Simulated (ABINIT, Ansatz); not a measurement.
# How the form of the self-energy moves the gap of CO2 (Cmce), part 2 of 2

How much does the gap of CO2 (Cmce) depend on the approximation to the self-energy?

ABINIT 10.8.3; PBEsol and many-body steps on it, plane waves. Known limits of the many-body steps: not at the basis limit; coarse k mesh.

So far. Step 5 (G0W0, von der Linden-Horsch plasmon pole): Against G0W0 in ABINIT (4×4×2 mesh, 171 bands, screening to 141.5 eV, Godby-Needs plasmon pole), the gap moves by +0.237 eV. Step 6 (G0W0, Hybertsen-Louie plasmon pole): Against G0W0 in ABINIT (4×4×2 mesh, 171 bands, screening to 141.5 eV, Godby-Needs plasmon pole), the gap moves by +0.239 eV.

## (7) One-shot Hartree-Fock

This step: one-shot Hartree-Fock on PBEsol, plane waves, norm-conserving pseudopotentials.

run.abi reads:

```
acell 3*1.0 Angstrom
rprim 
  2.635911230000 -2.387378120000 0.000000000000
  2.635911230000 2.387378120000 0.000000000000
  0.000000000000 0.000000000000 6.587174910000
ntypat 2
znucl 6 8
natom 6
typat 1 1 2 2 2 2
xred 
  0.000000000000 0.000000000000 0.000000000000
  0.500000000000 0.500000000000 0.500000000000
  0.806508570000 0.193491430000 0.891843390000
  0.193491430000 0.806508570000 0.108156610000
  0.693491430000 0.306508570000 0.391843390000
  0.306508570000 0.693491430000 0.608156610000
pp_dirpath "pseudos"
pseudos "C.upf, O.upf"
ecut 37
ngkpt 4 4 2
nshiftk 1
shiftk 0 0 0
kptopt 1
chksymbreak 0
istwfk *1
occopt 1
irdwfk 1
optdriver 4
nband 20
gwcalctyp 5
ecutsigx 37
symsigma 1
nkptgw 2
kptgw 
  0.5000000000 0.5000000000 0.0000000000
  0.0000000000 0.0000000000 0.0000000000
bdgw 
  15 18
  15 18
ixc_sigma 40
fftgw 31
indata_prefix "in"
outdata_prefix "out"
tmpdata_prefix "tmp"
```

Command:

```sh
OMP_NUM_THREADS=1 mpirun -n 8 abinit run.abi > log
```

Numbers of over 12 decimals in the logs are rounded to 6 here.

Output:

```text
.Version 10.8.3 of ABINIT. v10.8.2 released Aug 2026.

 Symmetries : space group Cm c a (# 64); Bravais oC (1-face-center ortho.)
[... echo of the input left out ...]
== DATASET  1 ==================================================================
-   mpi_nproc: 8, omp_nthreads: 1 (-1 if OMP is not activated)

--- !DatasetInfo
iteration_state: {dtset: 1, }
dimensions: {natom: 6, nkpt: 14, mband: 20, nsppol: 1, nspinor: 1, nspden: 1, mpw: 6054, }
cutoff_energies: {ecut:  37.0, pawecutdg:  -1.0, }
[...]
Band     E0 <VxcDFT>   SigX SigC(E0)      Z dSigC/dE  Sig(E)    E-E0       E
[...]
17   3.466 -10.424  -5.714   0.000   1.000   0.000  -5.714   4.710   8.176
       18   3.992 -15.084  -9.362   0.000   1.000   0.000  -9.362   5.722   9.714

== END DATASET(S) ==============================================================
================================================================================

 -outvars: echo values of variables after computation  --------
           etotal      0.0000000000E+00
            nband          20
             nkpt          14
          spgroup          64
 [... the other variables as echoed above ...]

 Calculation completed.
```

Wall time 4.8 s (8 MPI ranks of Arm Neoverse N1, shared host); peak memory 1 GiB.

This step gave:

| Item | Value |
| --- | --- |
| quasiparticle gap on the points computed | 16.59 eV |
| starting gap on the mesh | 6.582 eV |
| k of the valence top | 0.5, 0.5, 0 |
| k of the conduction bottom | 0, 0, 0 |
| least direct quasiparticle gap on the computed points | 17.37 eV |

Against G0W0 in ABINIT (4×4×2 mesh, 171 bands, screening to 141.5 eV, Godby-Needs plasmon pole), the gap moves by +6.393 eV.

## (8) Screening, 4×4×2 mesh, 171 bands, screening to 141.5 eV

This step: RPA screening on PBEsol, plane waves, norm-conserving pseudopotentials.

run.abi: that of step 7 with these lines changed.

```diff
@@ -27,16 +27,14 @@
 irdwfk 1
-optdriver 4
-nband 20
-gwcalctyp 5
-ecutsigx 37
-symsigma 1
-nkptgw 2
-kptgw 
-  0.5000000000 0.5000000000 0.0000000000
-  0.0000000000 0.0000000000 0.0000000000
-bdgw 
-  15 18
-  15 18
-ixc_sigma 40
-fftgw 31
+optdriver 3
+nband 171
+ecuteps 5.2
+inclvkb 2
+awtr 1
+symchi 1
+gwcalctyp 2
+nfreqre 16
+freqremax 40 eV
+nfreqim 8
+spmeth 1
+nomegasf 120
 indata_prefix "in"
```

Output:

```text
.Version 10.8.3 of ABINIT. v10.8.2 released Aug 2026.

 Symmetries : space group Cm c a (# 64); Bravais oC (1-face-center ortho.)
[... echo of the input left out ...]
== DATASET  1 ==================================================================
-   mpi_nproc: 8, omp_nthreads: 1 (-1 if OMP is not activated)

--- !DatasetInfo
iteration_state: {dtset: 1, }
dimensions: {natom: 6, nkpt: 14, mband: 171, nsppol: 1, nspinor: 1, nspden: 1, mpw: 6054, }
cutoff_energies: {ecut:  37.0, pawecutdg:  -1.0, }
electrons: {nelect:   3.20000000E+01, charge:   0.00000000E+00, occopt:   1.00000000E+00, tsmear:   1.00000000E-02, }

 SCREENING: Calculation of the susceptibility and dielectric matrices

 Based on a program developped by R.W. Godby, V. Olevano, G. Onida, and L. Reining.
 Incorporated in ABINIT by V. Olevano, G.-M. Rignanese, and M. Torrent.
.Using double precision arithmetic ; gwpc =  8

[... cell and pseudopotentials left out ...]
--------------------------------------------------------------------------------

 ==== K-mesh for the wavefunctions ====
 Number of points in the irreducible wedge :    14
[... list of points left out ...]
 Together with  8 symmetry operations and time-reversal symmetry
 yields    32 points in the full Brillouin Zone.

 ==== Q-mesh for the screening function ====
 Number of points in the irreducible wedge :    14
[... list of points left out ...]
 Together with  8 symmetry operations and time-reversal symmetry
 yields    32 points in the full Brillouin Zone.

 setmesh: FFT mesh size selected  =    30x   30x   50
          total number of points  =        45000

 vcoul_init : cutoff-mode = AUXILIARY_FUNCTION
 q-points for optical limit:   1
     1)      0.000010    0.000020    0.000030

- screening: taking advantage of time-reversal symmetry
- Maximum band index for partially occupied states nbvw = 16
- Remaining bands to be divided among processors   nbcw = 155
- Number of bands treated by each node ~19

 Number of electrons calculated from density =   32.0000; Expected =   32.0000
 average of density, n =  0.057197
 r_s =    1.6101
 omega_plasma =   23.0697 [eV]

 calculating chi0 at frequencies [eV] :
  1    0.000000E+00    0.000000E+00
  2    2.666667E+00    0.000000E+00
  3    5.333333E+00    0.000000E+00
[...]
23    0.000000E+00    5.875448E+01
 24    0.000000E+00    8.272694E+01

--------------------------------------------------------------------------------
  q-point number  1        q = ( 0.000000, 0.000000, 0.000000) [r.l.u.]
--------------------------------------------------------------------------------
[... chi0 elements left out ...]
  [... further frequencies ...]

 No. of calculated frequencies >  15, stop printing
 For q-point:  0.000010 0.000020 0.000030
  dielectric constant =   1.8381
  dielectric constant without local fields =   2.2352

  Average fulfillment of the sum rule on Im[epsilon] for q-point    1 :     72.44  [%]
[... wings left out ...]
  q-point number  2        q = ( 0.250000, 0.000000, 0.000000) [r.l.u.]
--------------------------------------------------------------------------------
[... chi0 elements left out ...]
  [... further frequencies ...]

 No. of calculated frequencies >  15, stop printing
  Average fulfillment of the sum rule on Im[epsilon] for q-point    2 :     78.41  [%]

 [... 12 further q-points ...]
```

It took 7.6 min on 8 MPI ranks; peak memory 4.8 GiB.

This step gave:

- ε∞ with local fields, on this mesh, along the program's q direction: 1.838
- the same without local fields: 2.235
- plasma frequency: 23.07 eV
- plane waves in the screening matrix: 321

## (9) G0W0, contour deformation

This step: G0W0 on PBEsol, plane waves, norm-conserving pseudopotentials.

run.abi: that of step 8 with these lines changed.

```diff
@@ -27,14 +27,17 @@
 irdwfk 1
-optdriver 3
+optdriver 4
 nband 171
+gwcalctyp 2
+ecutsigx 37
+symsigma 1
+nkptgw 2
+kptgw 
+  0.5000000000 0.5000000000 0.0000000000
+  0.0000000000 0.0000000000 0.0000000000
+bdgw 
+  15 18
+  15 18
 ecuteps 5.2
-inclvkb 2
-awtr 1
-symchi 1
-gwcalctyp 2
-nfreqre 16
-freqremax 40 eV
-nfreqim 8
-spmeth 1
-nomegasf 120
+irdscr 1
+gwmem 01
 indata_prefix "in"
```

Output:

```text
.Version 10.8.3 of ABINIT. v10.8.2 released Aug 2026.

 Symmetries : space group Cm c a (# 64); Bravais oC (1-face-center ortho.)
[... echo of the input left out ...]
== DATASET  1 ==================================================================
-   mpi_nproc: 8, omp_nthreads: 1 (-1 if OMP is not activated)

--- !DatasetInfo
iteration_state: {dtset: 1, }
dimensions: {natom: 6, nkpt: 14, mband: 171, nsppol: 1, nspinor: 1, nspden: 1, mpw: 6054, }
cutoff_energies: {ecut:  37.0, pawecutdg:  -1.0, }
[...]
Band     E0 <VxcDFT>   SigX SigC(E0)      Z dSigC/dE  Sig(E)    E-E0       E
[...]
18   3.992 -15.084  -9.362  -2.266   0.849  -0.178 -12.150   2.933   6.926
       18   0.000   0.000   0.000  -0.000   0.000   0.000  -0.000  -0.000  -0.000

== END DATASET(S) ==============================================================
================================================================================

 -outvars: echo values of variables after computation  --------
           etotal      0.0000000000E+00
            nband         171
             nkpt          14
          spgroup          64
 [... the other variables as echoed above ...]

 Calculation completed.
```

Elapsed: 35 s, on 8 MPI ranks; peak memory 2.8 GiB; 4.7 min of CPU time.

Numbers from this step:

| Item | Value |
| --- | --- |
| G0W0 gap on the points computed | 10.22 eV |
| starting gap on the mesh | 6.582 eV |
| k of the valence top | 0.5, 0.5, 0 |
| k of the conduction bottom | 0, 0, 0 |
| least direct G0W0 gap on the computed points | 10.91 eV |

Against G0W0 in ABINIT (4×4×2 mesh, 171 bands, screening to 141.5 eV, Godby-Needs plasmon pole), the gap moves by +0.021 eV.

## (10) The runs together

Times are wall times on 8 MPI ranks of Arm Neoverse N1, shared host, good to a factor of about two. A run's time includes the screening step that it read.

```
                                     run   mesh  bands  screening cutoff (eV)  DFT gap (eV)  gap on the mesh (eV)  direct (eV)  ε∞ used     time
          G0W0, Godby-Needs plasmon pole  4×4×2    171                  141.5         6.582                10.195       10.911     1.84    5 min
G0W0, von der Linden-Horsch plasmon pole  4×4×2    171                  141.5         6.582                10.432       11.180     1.84  5.1 min
      G0W0, Hybertsen-Louie plasmon pole  4×4×2    171                  141.5         6.582                10.434       11.139     1.84    5 min
                   one-shot Hartree-Fock  4×4×2      -                      -         6.582                16.588       17.369        -    4.8 s
               G0W0, contour deformation  4×4×2    171                  141.5         6.582                10.216       10.915     1.84  8.2 min
```

## (11) Summary of results

```yaml
g0w0_godby_needs_plasmon_pole: 10.195 eV
g0w0_von_der_linden_horsch_plasmon_pole: 10.432 eV
g0w0_hybertsen_louie_plasmon_pole: 10.434 eV
one_shot_hartree_fock: 16.588 eV
g0w0_contour_deformation: 10.216 eV
known_limits: not at the basis limit; coarse k mesh
```

G0W0, von der Linden-Horsch plasmon pole: +0.237 eV against G0W0, Godby-Needs plasmon pole. G0W0, Hybertsen-Louie plasmon pole: +0.239 eV against G0W0, Godby-Needs plasmon pole. One-shot Hartree-Fock: +6.393 eV against G0W0, Godby-Needs plasmon pole. G0W0, contour deformation: +0.021 eV against G0W0, Godby-Needs plasmon pole. Bare exchange alone opens the gap to 16.59 eV; against G0W0, correlation takes back 6.39 eV. Bands and cutoff are finite, so the gap is not at the basis limit. The miss can reach some tenths of an eV and take either sign; the mesh is an error of its own. In the G0W0 runs levels were corrected at 2 k points alone, so a gap called «on the mesh» is the least over those, and an edge elsewhere would be missed. The 4×4×2 mesh is coarse for this cell, which bears on the long-range parts of exchange and screening.

[Paths, hosts, dates, memory and timing lines, banners, echoed tables and standing remarks are left out of the program output.]

[Logs are printed without paths, hosts, clocks, repeated set-up lines and the standing remarks that a program may print on its own settings, such as how far it seeks lower states.]

[Runs of the session that timed out or met a known fault of the program may be left out.]

[Hosts, paths, dates, database ids (printed as entryN), source tags and the programs' standing remarks are cut or masked in the printed files.]

[G0W0 gaps are taken among the corrected bands and points alone; a level outside them can change the order at an edge.]

[Where Ansatz stands beside ABINIT at settings called matched, ABINIT's density can come from a denser mesh and the files from another edition; pairs whose starting gaps differed by over 0.03 eV were left out, so agreement reads better than it is.]
